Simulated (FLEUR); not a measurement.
# How the basis cutoff moves the magnetism of Cobalt

Aim: see how far the moments and order energies of Cobalt move with the basis cutoff, and what each rung costs.

Main program and level: FLEUR MaX-R8.1; LDA (VWN); all-electron FLAPW, Dirac cores, scalar-relativistic bands.

**1. Starting point**

Symmetry: P6_3/mmc, No. 194, hexagonal system. Conventional cell: a = 2.507 Å, b = 2.507 Å, c = 4.070 Å, α = 90.00°, β = 90.00°, γ = 120.00°. Nearest to Co lie 12 Co at 2.50 to 2.51 Å.

**2. Rung 1 (Kmax 2.16 1/bohr), start ferro ++**

The ladder starts at a small basis and climbs, to see from where on the results stand still.

inpgen writes inp.xml from crystal.txt; cutoffs, mixing, functional, smearing and local orbitals are then set in the file. The k list default-1 (kpts.xml, not shown) is a Γ-centred 12×12×12 mesh; where the ranks do not divide the number of points, some are split in two of half the weight.

The input, inp.xml:

```
<?xml version="1.0" encoding="UTF-8" standalone="no"?>
<fleurInput fleurInputVersion="0.39">
   <comment>
      Co
   </comment>
   <calculationSetup>
      <cutoffs Kmax="2.16" Gmax="6.5" GmaxXC="6.5" numbands="0"/>
      <scfLoop itmax="90" minDistance="0.00002" maxIterBroyd="15" imix="Anderson" alpha="0.05" precondParam="0.0" spinf="2.0" sdNocoIR="T"/>
      <coreElectrons ctail="T" frcor="F" kcrel="0" coretail_lmax="0"/>
      <xcFunctional name="vwn" relativisticCorrections="F"/>
      <magnetism jspins="2"/>
      <soc l_soc="F" theta="0.0" phi="0.0" spav="F"/>
      <expertModes spex="0" secvar="F"/>
      <geometryOptimization l_f="F" forcealpha="1.0" forcemix="BFGS" epsdisp="0.00001" epsforce="0.00001"/>
      <ldaU l_linMix="F" mixParam="0.05" spinf="1.0"/>
   </calculationSetup>
   <cell>
      <bzIntegration valenceElectrons="34.0" mode="hist" fermiSmearingEnergy="0.00110248">
         <kPointListSelection listName="default-1"/>
         <xi:include xmlns:xi="http://www.w3.org/2001/XInclude" href="kpts.xml"> </xi:include>
      </bzIntegration>
      <xi:include xmlns:xi="http://www.w3.org/2001/XInclude" href="sym.xml"> </xi:include>
      <bulkLattice scale="1.0">
         <bravaisMatrix>
            <row-1>    4.7382992847653478     0.0000000000188973     0.0000000000000000</row-1>
            <row-2>   -2.3691496423921228     4.1034875513345304     0.0000000000000000</row-2>
            <row-3>    0.0000000000000000     0.0000000000000000     7.6909963545095392</row-3>
         </bravaisMatrix>
      </bulkLattice>
   </cell>
   <atomSpecies>
      <species name="Cobalt (Co2.000" element="Co" atomicNumber="27">
         <mtSphere radius="2.3" gridPoints="761" logIncrement="0.016"/>
         <atomicCutoffs lmax="8" lnonsphr="6"/>
         <electronConfig flipSpins="F">
            <coreConfig>(1s1/2) (2s1/2) (2p1/2) (2p3/2)</coreConfig>
            <valenceConfig>(3s1/2) (3p1/2) (3p3/2) (4s1/2) (3d3/2) (3d5/2)</valenceConfig>
            <stateOccupation state="(3d3/2)" spinUp="1.5" spinDown="1.3"/>
            <stateOccupation state="(3d5/2)" spinUp="3.0" spinDown="1.2"/>
         </electronConfig>
         <energyParameters s="4" p="4" d="3" f="4"/>
         <lo type="SCLO" l="0" n="3" eDeriv="0"/>
         <lo type="SCLO" l="1" n="3" eDeriv="0"/>
      </species>
   </atomSpecies>
   <atomGroups>
      <atomGroup species="Cobalt (Co2.000">
         <relPos label="                   1">1.000/3.000 -1.000/3.000 1.000/4.000</relPos>
         <relPos label="                   2">-1.000/3.000 1.000/3.000 -1.000/4.000</relPos>
         <force calculate="T" relaxXYZ="TTT"/>
      </atomGroup>
   </atomGroups>
   <output dos="F" band="F" slice="F">
      <bandDOS minEnergy="-.5*Htr" maxEnergy="0.5*Htr" sigma="0.015" storeEVData="T"/>
      <plotting iplot="0" polar="F">
         <plot TwoD="T" vec1="  1.0  0.0  0.0" vec2="  0.0  1.0  0.0" vec3="  0.0  0.0  1.0" zero="  0.0  0.0  0.0" file="plot"/>
      </plotting>
      <moessbauerParams electricFieldGradient="F" isomerShift="F" coreHyperfine="F" valenceHyperfine="F"/>
   </output>
</fleurInput>
```

The input, crystal.txt:

```
Co
&input film=F cartesian=F /
2.50739999997  0.00000000001  0.00000000000
-1.25369999999  2.17147209742  0.00000000000
0.00000000000  0.00000000000  4.06990000000
1.8897261246
1.0 1.0 1.0

2
27 0.33333333333  0.66666666667  0.25000000000 : 2.000
27 0.66666666667  0.33333333333  0.75000000000 : 2.000

&kpt div1=12 div2=12 div3=12 gamma=T /
```

Launch:

```sh
> OMP_NUM_THREADS=1 inpgen -f crystal.txt > inpgen.log  # inp.xml is then edited as shown
> OMP_NUM_THREADS=1 mpirun -n 2 fleur_MPI > fleur.log
```

What it wrote:

```text
Welcome to FLEUR        (www.flapw.de)
      MaX-Release 8.1          (www.max-centre.eu)

 ========== k-point set info ==========
 Selected k-point list: default-1
 k-point list type: mesh
 0 x 0 x 0
 Number of k points: 134

 ------------Calculation Setup---------------------------
 Number of MPI-tasks      :            2
 Number of PE/node        :            2
 Number of OMP-threads    :            1
 k-points in parallel     :            2
 pe's per k-point         :            1
 No of k-point loops      :           67
 Eigenvalue solver        :       lapack
 Number of basis functions:           42
 Approximate size of matrices (H+S) per k-point:         0.000 GB
 --------------------------------------------------------
 Iteration:     1   Distance:      75.93501065 me/bohr^3
 Iteration:     2   Distance:      60.74323715 me/bohr^3
 Iteration:     3   Distance:      37.72823028 me/bohr^3
 Iteration:     4   Distance:      79.66221418 me/bohr^3
 Iteration:     5   Distance:      23.06776304 me/bohr^3
 Iteration:     6   Distance:      18.08224797 me/bohr^3
 Iteration:     7   Distance:       2.84260464 me/bohr^3
 Iteration:     8   Distance:       2.43674667 me/bohr^3
 Iteration:     9   Distance:       1.49041101 me/bohr^3
 Iteration:    10   Distance:       0.85266147 me/bohr^3
 Iteration:    11   Distance:       0.52981193 me/bohr^3
 Iteration:    12   Distance:       0.40483883 me/bohr^3
 Iteration:    13   Distance:       0.03987262 me/bohr^3
 Iteration:    14   Distance:       0.02036666 me/bohr^3
 Iteration:    15   Distance:       0.00693008 me/bohr^3
 Iteration:    16   Distance:       0.00661732 me/bohr^3
 Iteration:    17   Distance:       0.00349948 me/bohr^3
 Iteration:    18   Distance:       0.00097072 me/bohr^3
 Iteration:    19   Distance:       0.00016256 me/bohr^3
 Iteration:    20   Distance:       0.00016082 me/bohr^3
 Iteration:    21   Distance:       0.00007949 me/bohr^3
 Iteration:    22   Distance:       0.00001719 me/bohr^3

 ********************************************************************
 Run finished successfully
 Stop message:
   all done
 ********************************************************************

--- out.xml (last complete iteration) ---
<iteration numberForCurrentRun="   22" overallNumber="   22">
         [... left out ...]
         <bandgap value="0.0001893253" units="eV"/>
         <sumValenceSingleParticleEnergies value="-35.3828736616" units="Htr"/>
         <FermiEnergy value="0.2257102304" units="Htr"/>
         <valenceDensity>
            <mtCharges spin="1">
               <mtCharge atomType="1" total="7.8657542" s="1.2051740" p="3.1552103" d="3.4325328" f="0.0466024"/>
            </mtCharges>
            <mtCharges spin="2">
               <mtCharge atomType="1" total="7.8657543" s="1.2051740" p="3.1552103" d="3.4325329" f="0.0466024"/>
            </mtCharges>
            <spinDependentCharge spin="1" total="16.9999999" interstitial="1.2684915" mtSpheres="15.7315084"/>
            <spinDependentCharge spin="2" total="17.0000001" interstitial="1.2684914" mtSpheres="15.7315087"/>
            <totalCharge value="34.0000000000"/>
         </valenceDensity>
         [... left out ...]
         <magneticMomentsInMTSpheres units="muBohr">
            <globalMagMoment atomType="1" vec="0.00000   0.00000   0.00000"/>
            <localMagMoment atomType="1" vec="0.00000   0.00000   0.00000"/>
         </magneticMomentsInMTSpheres>
         [... left out ...]
         <totalEnergy value="    -2781.4022163734" units="Htr">
            <sumOfEigenvalues value="    -1613.2944152030">
               <coreElectrons value="-1577.9115415415"/>
               <valenceElectrons value="-35.3828736616"/>
            </sumOfEigenvalues>
            <densityCoulombPotentialIntegral value="-4283.9546559959"/>
            <densityEffectivePotentialIntegral value="-4434.9944269649"/>
            <chargeDenXCDenIntegral value="-114.0996396566"/>
            <FockExchangeEnergyValence value="0.0000000000"/>
            <FockExchangeEnergyCore value="0.0000000000"/>
         [... left out ...]
            <tkbTimesEntropy value="0.0002179622"/>
            <freeEnergy value="-2781.4024343355"/>
            <extrapolationTo0K value="-2781.4023253544"/>
         </totalEnergy>
         <densityConvergence units="me/bohr^3">
            <chargeDensity spin="1" distance="0.0000121916"/>
            <chargeDensity spin="2" distance="0.0000073927"/>
            <overallChargeDensity distance="0.0000171922"/>
            <spinDensity distance="0.0000105356"/>
         </densityConvergence>
      </iteration>
```

It took 11 s on 2 MPI ranks of Arm Neoverse V1, shared host; peak memory 0.09 GiB; 22 s of CPU time.

Numbers from this step:

```
free energy                                                       : -75685.8159 eV
program's band gap on this mesh (in a metal only a level spacing) : 1.89e-4 eV
final state                                                       : non-magnetic
```

After 22 cycles the seed has died away: no moment is left.

**3. Rung 1 (Kmax 2.16 1/bohr), start antiferro +-**

The second start gives the energy difference between the two end states, the quantity that is followed up the ladder.

inp.xml, as its differences from that of step 2:

```diff
@@ -44,2 +44,15 @@
       </species>
+      <species name="Cobalt (Co-2.000" element="Co" atomicNumber="27">
+         <mtSphere radius="2.3" gridPoints="761" logIncrement="0.016"/>
+         <atomicCutoffs lmax="8" lnonsphr="6"/>
+         <electronConfig flipSpins="F">
+            <coreConfig>(1s1/2) (2s1/2) (2p1/2) (2p3/2)</coreConfig>
+            <valenceConfig>(3s1/2) (3p1/2) (3p3/2) (4s1/2) (3d3/2) (3d5/2)</valenceConfig>
+            <stateOccupation state="(3d3/2)" spinUp="1.3" spinDown="1.5"/>
+            <stateOccupation state="(3d5/2)" spinUp="1.2" spinDown="3.0"/>
+         </electronConfig>
+         <energyParameters s="4" p="4" d="3" f="4"/>
+         <lo type="SCLO" l="0" n="3" eDeriv="0"/>
+         <lo type="SCLO" l="1" n="3" eDeriv="0"/>
+      </species>
    </atomSpecies>
@@ -48,2 +61,5 @@
          <relPos label="                   1">1.000/3.000 -1.000/3.000 1.000/4.000</relPos>
+         <force calculate="T" relaxXYZ="TTT"/>
+      </atomGroup>
+      <atomGroup species="Cobalt (Co-2.000">
          <relPos label="                   2">-1.000/3.000 1.000/3.000 -1.000/4.000</relPos>
```

crystal.txt, as its differences from that of step 2:

```diff
@@ -10,3 +10,3 @@
 27 0.33333333333  0.66666666667  0.25000000000 : 2.000
-27 0.66666666667  0.33333333333  0.75000000000 : 2.000
+27 0.66666666667  0.33333333333  0.75000000000 : -2.000
```

What it wrote:

```text
[banner, memory and clock lines left out]
Welcome to FLEUR        (www.flapw.de)
      MaX-Release 8.1          (www.max-centre.eu)

 ========== k-point set info ==========
 Selected k-point list: default-1
 k-point list type: mesh
 0 x 0 x 0
 Number of k points: 134

 [... set-up left out ...]
 Iteration:     1   Distance:      75.59372691 me/bohr^3
 Iteration:     2   Distance:      60.51793816 me/bohr^3
 Iteration:     3   Distance:      35.93948766 me/bohr^3
 Iteration:     4   Distance:      60.30838598 me/bohr^3
 Iteration:     5   Distance:      29.21160887 me/bohr^3
 Iteration:     6   Distance:      29.86568551 me/bohr^3
 Iteration:     7   Distance:       7.86738981 me/bohr^3
 Iteration:     8   Distance:       5.52445550 me/bohr^3
[... lines left out ...]
 Iteration:    19   Distance:       0.00006651 me/bohr^3
 Iteration:    20   Distance:       0.00006595 me/bohr^3
 Iteration:    21   Distance:       0.00004039 me/bohr^3
 Iteration:    22   Distance:       0.00003767 me/bohr^3
 Iteration:    23   Distance:       0.00002008 me/bohr^3
 Iteration:    24   Distance:       0.00000189 me/bohr^3

 ********************************************************************
 Run finished successfully
 Stop message:
   all done
 ********************************************************************

--- out.xml (last complete iteration) ---
<iteration numberForCurrentRun="   24" overallNumber="   24">
         [... left out ...]
         <bandgap value="0.0001897428" units="eV"/>
         <sumValenceSingleParticleEnergies value="-35.3828730121" units="Htr"/>
         <FermiEnergy value="0.2257102493" units="Htr"/>
         [... left out ...]
         <magneticMomentsInMTSpheres units="muBohr">
            <globalMagMoment atomType="1" vec="0.00000   0.00000   0.00000"/>
            <globalMagMoment atomType="2" vec="0.00000   0.00000   0.00000"/>
         </magneticMomentsInMTSpheres>
         [... left out ...]
         <totalEnergy value="    -2781.4022163116" units="Htr">
            <sumOfEigenvalues value="    -1613.2944151617">
               <coreElectrons value="-1577.9115421497"/>
               <valenceElectrons value="-35.3828730121"/>
            </sumOfEigenvalues>
         [... left out ...]
            <freeEnergy value="-2781.4024342737"/>
            <extrapolationTo0K value="-2781.4023252926"/>
         </totalEnergy>
         <densityConvergence units="me/bohr^3">
            <chargeDensity spin="1" distance="0.0000009677"/>
            <chargeDensity spin="2" distance="0.0000009676"/>
            <overallChargeDensity distance="0.0000018854"/>
            <spinDensity distance="0.0000004365"/>
         </densityConvergence>
      </iteration>
```

Elapsed: 14 s, on 2 MPI ranks; peak memory 0.11 GiB.

Read from the output:

* free energy: -75685.8159 eV
* program's band gap on this mesh (in a metal only a level spacing): 1.90e-4 eV
* final state: non-magnetic

This start lies +0.0 meV a seeded atom from the first; its moments have collapsed.

**4. Rung 2 (Kmax 2.7 1/bohr), start ferro ++**

inp.xml, as its differences from that of step 3:

```diff
@@ -6,3 +6,3 @@
    <calculationSetup>
-      <cutoffs Kmax="2.16" Gmax="6.5" GmaxXC="6.5" numbands="0"/>
+      <cutoffs Kmax="2.7" Gmax="8.1" GmaxXC="8.1" numbands="0"/>
       <scfLoop itmax="90" minDistance="0.00002" maxIterBroyd="15" imix="Anderson" alpha="0.05" precondParam="0.0" spinf="2.0" sdNocoIR="T"/>
@@ -44,15 +44,2 @@
       </species>
-      <species name="Cobalt (Co-2.000" element="Co" atomicNumber="27">
-         <mtSphere radius="2.3" gridPoints="761" logIncrement="0.016"/>
-         <atomicCutoffs lmax="8" lnonsphr="6"/>
-         <electronConfig flipSpins="F">
-            <coreConfig>(1s1/2) (2s1/2) (2p1/2) (2p3/2)</coreConfig>
-            <valenceConfig>(3s1/2) (3p1/2) (3p3/2) (4s1/2) (3d3/2) (3d5/2)</valenceConfig>
-            <stateOccupation state="(3d3/2)" spinUp="1.3" spinDown="1.5"/>
-            <stateOccupation state="(3d5/2)" spinUp="1.2" spinDown="3.0"/>
-         </electronConfig>
-         <energyParameters s="4" p="4" d="3" f="4"/>
-         <lo type="SCLO" l="0" n="3" eDeriv="0"/>
-         <lo type="SCLO" l="1" n="3" eDeriv="0"/>
-      </species>
    </atomSpecies>
@@ -61,5 +48,2 @@
          <relPos label="                   1">1.000/3.000 -1.000/3.000 1.000/4.000</relPos>
-         <force calculate="T" relaxXYZ="TTT"/>
-      </atomGroup>
-      <atomGroup species="Cobalt (Co-2.000">
          <relPos label="                   2">-1.000/3.000 1.000/3.000 -1.000/4.000</relPos>
```

crystal.txt, as its differences from that of step 3:

```diff
@@ -10,3 +10,3 @@
 27 0.33333333333  0.66666666667  0.25000000000 : 2.000
-27 0.66666666667  0.33333333333  0.75000000000 : -2.000
+27 0.66666666667  0.33333333333  0.75000000000 : 2.000
```

What it wrote:

```text
[banner, memory and clock lines left out]
Welcome to FLEUR        (www.flapw.de)
      MaX-Release 8.1          (www.max-centre.eu)

 ========== k-point set info ==========
 Selected k-point list: default-1
 k-point list type: mesh
 0 x 0 x 0
 Number of k points: 134

 [... set-up left out ...]
 Iteration:     1   Distance:      25.88427283 me/bohr^3
 Iteration:     2   Distance:      20.24094939 me/bohr^3
 Iteration:     3   Distance:       4.54662989 me/bohr^3
 Iteration:     4   Distance:       4.77844966 me/bohr^3
 Iteration:     5   Distance:       1.44034248 me/bohr^3
[...]
<sumOfEigenvalues value="    -1605.9415373795">
               <coreElectrons value="-1574.1904616850"/>
               <valenceElectrons value="-31.7510756945"/>
            </sumOfEigenvalues>
         [... left out ...]
            <freeEnergy value="-2782.1294808325"/>
            <extrapolationTo0K value="-2782.1293448684"/>
         </totalEnergy>
         <densityConvergence units="me/bohr^3">
            <chargeDensity spin="1" distance="0.0000070906"/>
            <chargeDensity spin="2" distance="0.0000106051"/>
            <overallChargeDensity distance="0.0000130794"/>
            <spinDensity distance="0.0000124266"/>
         </densityConvergence>
      </iteration>
```

It took 13 s on 2 MPI ranks; peak memory 0.09 GiB; 26 s of CPU time.

This step gave:

```
free energy                                                       : -75705.5999 eV
program's band gap on this mesh (in a metal only a level spacing) : 0.03073 eV
magnetization                                                     : 3.217 μB
final state                                                       : ferromagnetic
largest moment                                                    : 1.641 μB
```

The largest moment moves by +1.64 μB from rung 1, at 1.2 times its CPU time.

**5. Rung 2 (Kmax 2.7 1/bohr), start antiferro +-**

inp.xml, as its differences from that of step 4:

```diff
@@ -44,2 +44,15 @@
       </species>
+      <species name="Cobalt (Co-2.000" element="Co" atomicNumber="27">
+         <mtSphere radius="2.3" gridPoints="761" logIncrement="0.016"/>
+         <atomicCutoffs lmax="8" lnonsphr="6"/>
+         <electronConfig flipSpins="F">
+            <coreConfig>(1s1/2) (2s1/2) (2p1/2) (2p3/2)</coreConfig>
+            <valenceConfig>(3s1/2) (3p1/2) (3p3/2) (4s1/2) (3d3/2) (3d5/2)</valenceConfig>
+            <stateOccupation state="(3d3/2)" spinUp="1.3" spinDown="1.5"/>
+            <stateOccupation state="(3d5/2)" spinUp="1.2" spinDown="3.0"/>
+         </electronConfig>
+         <energyParameters s="4" p="4" d="3" f="4"/>
+         <lo type="SCLO" l="0" n="3" eDeriv="0"/>
+         <lo type="SCLO" l="1" n="3" eDeriv="0"/>
+      </species>
    </atomSpecies>
@@ -48,2 +61,5 @@
          <relPos label="                   1">1.000/3.000 -1.000/3.000 1.000/4.000</relPos>
+         <force calculate="T" relaxXYZ="TTT"/>
+      </atomGroup>
+      <atomGroup species="Cobalt (Co-2.000">
          <relPos label="                   2">-1.000/3.000 1.000/3.000 -1.000/4.000</relPos>
```

crystal.txt, as its differences from that of step 4:

```diff
@@ -10,3 +10,3 @@
 27 0.33333333333  0.66666666667  0.25000000000 : 2.000
-27 0.66666666667  0.33333333333  0.75000000000 : 2.000
+27 0.66666666667  0.33333333333  0.75000000000 : -2.000
```

What it wrote:

```text
[banner, memory and clock lines left out]
Welcome to FLEUR        (www.flapw.de)
      MaX-Release 8.1          (www.max-centre.eu)

 ========== k-point set info ==========
 Selected k-point list: default-1
 k-point list type: mesh
 0 x 0 x 0
 Number of k points: 134

 [... set-up left out ...]
 Iteration:     1   Distance:      27.49993996 me/bohr^3
 Iteration:     2   Distance:      21.66450834 me/bohr^3
 Iteration:     3   Distance:      12.56332346 me/bohr^3
 Iteration:     4   Distance:      11.51416647 me/bohr^3
 Iteration:     5   Distance:       5.79930596 me/bohr^3
[...]
<sumOfEigenvalues value="    -1606.0003382483">
               <coreElectrons value="-1574.2482296272"/>
               <valenceElectrons value="-31.7521086211"/>
            </sumOfEigenvalues>
         [... left out ...]
            <freeEnergy value="-2782.1137935036"/>
            <extrapolationTo0K value="-2782.1134854432"/>
         </totalEnergy>
         <densityConvergence units="me/bohr^3">
            <chargeDensity spin="1" distance="0.0000041619"/>
            <chargeDensity spin="2" distance="0.0000044627"/>
            <overallChargeDensity distance="0.0000041891"/>
            <spinDensity distance="0.0000075450"/>
         </densityConvergence>
      </iteration>
```

Run time: 21 s. Hardware: 2 MPI ranks; peak memory 0.12 GiB.

Numbers from this step:

- free energy: -75705.1730 eV
- program's band gap on this mesh (in a metal only a level spacing): 0.003185 eV
- magnetization: 0 μB
- final state: antiferromagnetic
- largest moment: 1.053 μB

This start lies +213.4 meV a seeded atom from the first, a change of +213.4 meV since rung 1; its largest moment is 1.05 μB.

(Continued in part 2 of 3.)

[Logs and program files are shortened in this print: banners, set-up blocks, solver, clock and traceback lines can be left out without a mark of their own.]

[Logs are printed without paths, hosts, clocks, repeated set-up lines and the standing remarks that a program may print on its own settings, such as how far it seeks lower states.]

[Hosts, paths, dates, database ids (printed as entryN), source tags and the programs' standing remarks are cut or masked in the printed files.]

[Where a cell is said to come from a database of computed structures, the database is the Materials Project.]
